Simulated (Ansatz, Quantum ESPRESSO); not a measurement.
## ScAl3 (Pm-3m): zone-centre phonons

Which modes does ScAl3 (Pm-3m) have at the zone centre?

Calculated with Quantum ESPRESSO 7.5; DFT PBE, scalar-relativistic, plane waves, JTH PAW pseudopotentials.

### Step 1. Starting point

It takes space group Pm-3m (No. 221, cubic). The conventional cell has a = 4.088 Å, b = 4.088 Å, c = 4.088 Å, α = 90.00°, β = 90.00°, γ = 90.00°. Nearest to Sc lie 12 Al at 2.89 Å. Al has 4 Sc at 2.89 Å and 8 Al at 2.89 Å nearest. Farther neighbours are not listed.

As a file:

```cif
data_structure
_symmetry_space_group_name_H-M 'P 1'
_symmetry_Int_Tables_number 1
_cell_length_a 4.0878
_cell_length_b 4.0878
_cell_length_c 4.0878
_cell_angle_alpha 90.000
_cell_angle_beta 90.000
_cell_angle_gamma 90.000
_cell_volume 68.31
loop_
_atom_site_label
_atom_site_type_symbol
_atom_site_fract_x
_atom_site_fract_y
_atom_site_fract_z
_atom_site_occupancy
Sc1 Sc 0.00000 0.00000 0.00000 1
Al2 Al 0.50000 0.00000 0.50000 1
Al3 Al 0.00000 0.50000 0.50000 1
Al4 Al 0.50000 0.50000 0.00000 1
```

### Step 2. A first look

Before anything dear is run, a loose run with smearing shows whether this is a metal and how far the cell is from rest.

File probe.in:

```
 &control
    calculation='scf',
    prefix='x',
    outdir='./tmp',
    pseudo_dir='./pseudo',
    tprnfor=.true.,
    tstress=.true.,
    verbosity='high',
 /
 &system
    ibrav=0,
    nat=4,
    ntyp=2,
    ecutwfc=40.0,
    ecutrho=200.0,
    occupations='smearing',
    smearing='gaussian',
    degauss=0.01,
 /
 &electrons
    conv_thr=1.0d-07,
    mixing_beta=0.7,
    electron_maxstep=100,
 /
ATOMIC_SPECIES
 Sc     44.9559  Sc.upf
 Al     26.9815  Al.upf
CELL_PARAMETERS angstrom
     4.087806570    0.000000000    0.000000000
     0.000000000    4.087806570    0.000000000
     0.000000000    0.000000000    4.087806570
ATOMIC_POSITIONS crystal
 Sc     0.000000000   0.000000000   0.000000000
 Al     0.500000000   0.000000000   0.500000000
 Al     0.000000000   0.500000000   0.500000000
 Al     0.500000000   0.500000000   0.000000000
K_POINTS automatic
 4 4 4 0 0 0
```

On the command line:

```sh
OMP_NUM_THREADS=1 mpirun -n 4 pw.x -nk 4 -in probe.in > probe.out
```

Output:

```text
[banners, grids, parts of the stress and lines that vanish by symmetry left out]
Program PWSCF v.7.5
     file Sc.upf: wavefunction(s)  4S 3P 0P 3D 0D renormalized
     file Al.upf: wavefunction(s)  3S 0S 3P 0P renormalized
[...]
kinetic-energy cutoff     =      40.0000  Ry
     charge density cutoff     =     200.0000  Ry
     scf convergence threshold =      1.0E-07
[...]
Exchange-correlation= SLA PW PBX PBC
                           (   1   4   3   4   0   0   0)
[...]
48 Sym. Ops., with inversion, found
[...]
(     0          1          0      )
                  (     0          0          1      )
[...]
(  0.0000000  1.0000000  0.0000000 )
                  (  0.0000000  0.0000000  1.0000000 )
[...]
(     0         -1          0      )
                  (     0          0          1      )
[...]
(     1          0          0      )
[...]
( -1.0000000  0.0000000  0.0000000 )
                  (  0.0000000  1.0000000  0.0000000 )
[...]
number of k points=    10  Gaussian smearing, width (Ry)=  0.0100
[...]
End of self-consistent calculation
[...]
the Fermi energy is     9.2130 ev
!    total energy              =    -275.59416752 Ry
[...]
convergence has been achieved in   9 iterations
[...]
atom    1 type  1   force =     0.00000000    0.00000000    0.00000000
     atom    2 type  2   force =     0.00000000    0.00000000    0.00000000
     atom    3 type  2   force =     0.00000000    0.00000000    0.00000000
     atom    4 type  2   force =     0.00000000    0.00000000    0.00000000
[...]
Total force =     0.000000     Total SCF correction =     0.000000
[...]
total   stress  (Ry/bohr**3)                   (kbar)     P=       14.24
[...]
XML data file, charge density, pseudopotentials, collected wavefunctions

   JOB DONE.
```

Run time: 3.7 s. Hardware: 4 MPI ranks of Arm Neoverse V2, shared host; 14 s of CPU time.

This step gave:

```
volume per atom   : 17.08 Å³
pressure          : 1.424 GPa
gap on the k-mesh : 0 eV
```

No gap opens on this mesh, so smearing is kept; the start stands at 1.4 GPa.

### Step 3. Relaxing the cell and atoms

The relaxation runs at a cutoff a fifth above that of the response, since stress converges more slowly with the basis than frequencies do. Forces and stress are brought to rest with tight thresholds.

File relax.in:

```
 &control
    calculation='vc-relax',
    prefix='x',
    outdir='./tmp',
    pseudo_dir='./pseudo',
    tprnfor=.true.,
    tstress=.true.,
    forc_conv_thr=2.0d-05,
    etot_conv_thr=1.0d-07,
    nstep=40,
 /
 &system
    ibrav=0,
    nat=4,
    ntyp=2,
    ecutwfc=48,
    ecutrho=240.0,
    occupations='smearing',
    smearing='mv',
    degauss=0.02,
 /
 &electrons
    conv_thr=1.0d-11,
    mixing_beta=0.7,
    electron_maxstep=100,
 /
 &ions
 /
 &cell
    press_conv_thr=0.2,
 /
ATOMIC_SPECIES
 Sc     44.9559  Sc.upf
 Al     26.9815  Al.upf
CELL_PARAMETERS angstrom
     4.087806570    0.000000000    0.000000000
     0.000000000    4.087806570    0.000000000
     0.000000000    0.000000000    4.087806570
ATOMIC_POSITIONS crystal
 Sc     0.000000000   0.000000000   0.000000000
 Al     0.500000000   0.000000000   0.500000000
 Al     0.000000000   0.500000000   0.500000000
 Al     0.500000000   0.500000000   0.000000000
K_POINTS automatic
 8 8 8 0 0 0
```

On the command line:

```sh
OMP_NUM_THREADS=1 mpirun -n 4 pw.x -nk 4 -in relax.in > relax.out
```

Output:

```text
[banners, grids, parts of the stress and lines that vanish by symmetry left out]
[banner, memory and clock lines left out]
Program PWSCF v.7.5

[...]
kinetic-energy cutoff     =      48.0000  Ry
     charge density cutoff     =     240.0000  Ry
     scf convergence threshold =      1.0E-11
[...]
energy convergence thresh.=      1.0E-07
     force convergence thresh. =      2.0E-05
     press convergence thresh. =      2.0E-01
     Exchange-correlation= SLA PW PBX PBC
                           (   1   4   3   4   0   0   0)
[...]
48 Sym. Ops., with inversion, found
[...]
number of k points=    35  Marzari-Vanderbilt smearing, width (Ry)=  0.0200
[...]
End of self-consistent calculation
[...]
the Fermi energy is     9.2152 ev
!    total energy              =    -275.60266244 Ry
[...]
convergence has been achieved in  15 iterations
[...]
atom    1 type  1   force =     0.00000000    0.00000000    0.00000000
     atom    2 type  2   force =     0.00000000    0.00000000    0.00000000
     atom    3 type  2   force =     0.00000000    0.00000000    0.00000000
     atom    4 type  2   force =     0.00000000    0.00000000    0.00000000
     Total force =     0.000000     Total SCF correction =     0.000000
[...]
total   stress  (Ry/bohr**3)                   (kbar)     P=       11.25
[...]
number of bfgs steps    =   0
[...]
CELL_PARAMETERS (angstrom)
[...]
ATOMIC_POSITIONS (crystal)
Sc               0.0000000000        0.0000000000        0.0000000000
Al               0.5000000000        0.0000000000        0.5000000000
Al               0.0000000000        0.5000000000        0.5000000000
Al               0.5000000000        0.5000000000        0.0000000000
[...]
New effective cutoffs (rho, wfc):  238.58   47.81
[...]
End of self-consistent calculation
[...]
the Fermi energy is     9.1524 ev
!    total energy              =    -275.60281818 Ry
[...]
convergence has been achieved in  22 iterations
[...]
atom    1 type  1   force =     0.00000000    0.00000000    0.00000000
     atom    2 type  2   force =     0.00000000    0.00000000    0.00000000
     atom    3 type  2   force =     0.00000000    0.00000000    0.00000000
     atom    4 type  2   force =     0.00000000    0.00000000    0.00000000
     Total force =     0.000000     Total SCF correction =     0.000000
[...]
total   stress  (Ry/bohr**3)                   (kbar)     P=        6.06
[...]
number of bfgs steps    =   1
[...]
CELL_PARAMETERS (angstrom)
[...]
ATOMIC_POSITIONS (crystal)
[...]
New effective cutoffs (rho, wfc):  237.58   47.61
[...]
End of self-consistent calculation
[...]
the Fermi energy is     9.0837 ev
!    total energy              =    -275.60288348 Ry
[...]
convergence has been achieved in  19 iterations
[...]
atom    1 type  1   force =     0.00000000    0.00000000    0.00000000
     atom    2 type  2   force =     0.00000000    0.00000000    0.00000000
     atom    3 type  2   force =     0.00000000    0.00000000    0.00000000
     atom    4 type  2   force =     0.00000000    0.00000000    0.00000000
     Total force =     0.000000     Total SCF correction =     0.000000
[...]
total   stress  (Ry/bohr**3)                   (kbar)     P=        0.53
[...]
number of bfgs steps    =   2
[...]
CELL_PARAMETERS (angstrom)
[...]
ATOMIC_POSITIONS (crystal)
[...]
New effective cutoffs (rho, wfc):  237.48   47.59
[...]
End of self-consistent calculation
[...]
the Fermi energy is     9.0771 ev
!    total energy              =    -275.60288398 Ry
[...]
convergence has been achieved in  21 iterations
[...]
atom    1 type  1   force =     0.00000000    0.00000000    0.00000000
     atom    2 type  2   force =     0.00000000    0.00000000    0.00000000
     atom    3 type  2   force =     0.00000000    0.00000000    0.00000000
     atom    4 type  2   force =     0.00000000    0.00000000    0.00000000
     Total force =     0.000000     Total SCF correction =     0.000000
[...]
total   stress  (Ry/bohr**3)                   (kbar)     P=        0.00
[...]
number of bfgs steps    =   3
[...]
small trust_radius: resetting bfgs history
[...]
CELL_PARAMETERS (angstrom)
[...]
ATOMIC_POSITIONS (crystal)
[...]
New effective cutoffs (rho, wfc):  237.48   47.59
[...]
End of self-consistent calculation
[...]
the Fermi energy is     9.0771 ev
!    total energy              =    -275.60288398 Ry
[...]
convergence has been achieved in   6 iterations
[...]
atom    1 type  1   force =     0.00000000    0.00000000    0.00000000
     atom    2 type  2   force =     0.00000000    0.00000000    0.00000000
     atom    3 type  2   force =     0.00000000    0.00000000    0.00000000
     atom    4 type  2   force =     0.00000000    0.00000000    0.00000000
     Total force =     0.000000     Total SCF correction =     0.000000
[...]
total   stress  (Ry/bohr**3)                   (kbar)     P=        0.00
[...]
bfgs converged in   5 scf cycles and   4 bfgs steps
[...]
End of BFGS Geometry Optimization
     Final enthalpy           =    -275.6028839800 Ry
     File ./tmp/x.bfgs deleted, as requested
[...]
CELL_PARAMETERS (angstrom)
[...]
ATOMIC_POSITIONS (crystal)
[...]
Al               0.0000000000        0.5000000000        0.5000000000
Al               0.5000000000        0.5000000000        0.0000000000
[...]
Final scf calculation at the relaxed structure.
[...]
kinetic-energy cutoff     =      48.0000  Ry
     charge density cutoff     =     240.0000  Ry
     scf convergence threshold =      1.0E-13
[...]
press convergence thresh. =      2.0E-01
     Exchange-correlation= SLA PW PBX PBC
                           (   1   4   3   4   0   0   0)
[...]
48 Sym. Ops., with inversion, found
[...]
number of k points=    35  Marzari-Vanderbilt smearing, width (Ry)=  0.0200
[...]
c_bands:  1 eigenvalues not converged
     c_bands:  1 eigenvalues not converged
     c_bands:  4 eigenvalues not converged
     c_bands:  1 eigenvalues not converged
     c_bands:  1 eigenvalues not converged
[...]
End of self-consistent calculation
[...]
the Fermi energy is     9.0771 ev
!    total energy              =    -275.60289505 Ry
[...]
convergence has been achieved in  25 iterations
[...]
atom    1 type  1   force =     0.00000000    0.00000000    0.00000000
     atom    2 type  2   force =     0.00000000    0.00000000    0.00000000
     atom    3 type  2   force =     0.00000000    0.00000000    0.00000000
     atom    4 type  2   force =     0.00000000    0.00000000    0.00000000
     Total force =     0.000000     Total SCF correction =     0.000000
[...]
total   stress  (Ry/bohr**3)                   (kbar)     P=       -0.01
[...]
XML data file, charge density, pseudopotentials, collected wavefunctions
```

Run time: 68 s. Hardware: 4 MPI ranks.

Relaxation path:

| step | energy less that of the first step (eV) | largest force (eV/Å) | pressure (GPa) | volume (Å³) |
| --- | --- | --- | --- | --- |
| 1 | 0.0000 | 0.0000 | 1.12 | 68.31 |
| 2 | -0.0021 | 0.0000 | 0.61 | 68.70 |
| 3 | -0.0030 | 0.0000 | 0.05 | 69.13 |
| 4 | -0.0030 | 0.0000 | 0.00 | 69.18 |
| 5 | -0.0030 | 0.0000 | 0.00 | 69.18 |
| 6 | -0.0032 | 0.0000 | 0.00 | 69.18 |

```csv
"conventional cell, symmetrised",before,after,change
a (Å),4.088,4.105,+0.4 %
b (Å),4.088,4.105,+0.4 %
c (Å),4.088,4.105,+0.4 %
volume (Å³/atom),17.08,17.29,+1.3 %
```

The last row of the table of steps is pw.x's closing run on a basis chosen anew for the final cell, so its energy can jump.

This step gave:

```
volume per atom : 17.29 Å³
pressure        : -0.001 GPa
```

The volume changes by +1.3 % from the cell with which this run began.

### Step 4. Ground state

The response is built on this ground state, so it is converged far tighter than an energy would need. Smearing stays on, as the first look found no gap above 0.3 eV.

File scf.in:

```
 &control
    calculation='scf',
    prefix='x',
    outdir='./tmp',
    pseudo_dir='./pseudo',
    tprnfor=.true.,
    tstress=.true.,
 /
 &system
    ibrav=0,
    nat=4,
    ntyp=2,
    ecutwfc=40.0,
    ecutrho=200.0,
    occupations='smearing',
    smearing='mv',
    degauss=0.02,
 /
 &electrons
    conv_thr=1.0d-12,
    mixing_beta=0.7,
    electron_maxstep=100,
 /
ATOMIC_SPECIES
 Sc     44.9559  Sc.upf
 Al     26.9815  Al.upf
CELL_PARAMETERS angstrom
     4.105050463    0.000000000    0.000000000
     0.000000000    4.105050463    0.000000000
     0.000000000    0.000000000    4.105050463
ATOMIC_POSITIONS crystal
 Sc     0.000000000   0.000000000   0.000000000
 Al     0.500000000   0.000000000   0.500000000
 Al     0.000000000   0.500000000   0.500000000
 Al     0.500000000   0.500000000   0.000000000
K_POINTS automatic
 8 8 8 0 0 0
```

On the command line:

```sh
OMP_NUM_THREADS=1 mpirun -n 4 pw.x -nk 4 -in scf.in > scf.out
```

Output:

```text
[banners, grids, parts of the stress and lines that vanish by symmetry left out]
[banner, memory and clock lines left out]
Program PWSCF v.7.5

[...]
kinetic-energy cutoff     =      40.0000  Ry
     charge density cutoff     =     200.0000  Ry
     scf convergence threshold =      1.0E-12
[...]
Exchange-correlation= SLA PW PBX PBC
                           (   1   4   3   4   0   0   0)
[...]
48 Sym. Ops., with inversion, found
[...]
number of k points=    35  Marzari-Vanderbilt smearing, width (Ry)=  0.0200
[...]
End of self-consistent calculation
[...]
the Fermi energy is     9.0774 ev
!    total energy              =    -275.60272994 Ry
[...]
convergence has been achieved in  24 iterations
[...]
atom    1 type  1   force =     0.00000000    0.00000000    0.00000000
     atom    2 type  2   force =     0.00000000    0.00000000    0.00000000
     atom    3 type  2   force =     0.00000000    0.00000000    0.00000000
     atom    4 type  2   force =     0.00000000    0.00000000    0.00000000
     Total force =     0.000000     Total SCF correction =     0.000000
[...]
total   stress  (Ry/bohr**3)                   (kbar)     P=       -0.02
[...]
XML data file, charge density, pseudopotentials, collected wavefunctions
```

Elapsed: 11 s, on 4 MPI ranks; 44 s of CPU time.

This step gave:

| Quantity | Value |
| --- | --- |
| pressure | -0.002 GPa |

The cell stands at -0.002 GPa, close enough for phonons.

(Continued in part 2 of 3.)

[Host names and launcher messages were left out of these logs when they were recorded.]

[Logs are printed without paths, hosts, clocks, repeated set-up lines and the standing remarks that a program may print on its own settings, such as how far it seeks lower states.]

[Hosts, paths, dates, database ids (printed as entryN), source tags and the programs' standing remarks are cut or masked in the printed files.]
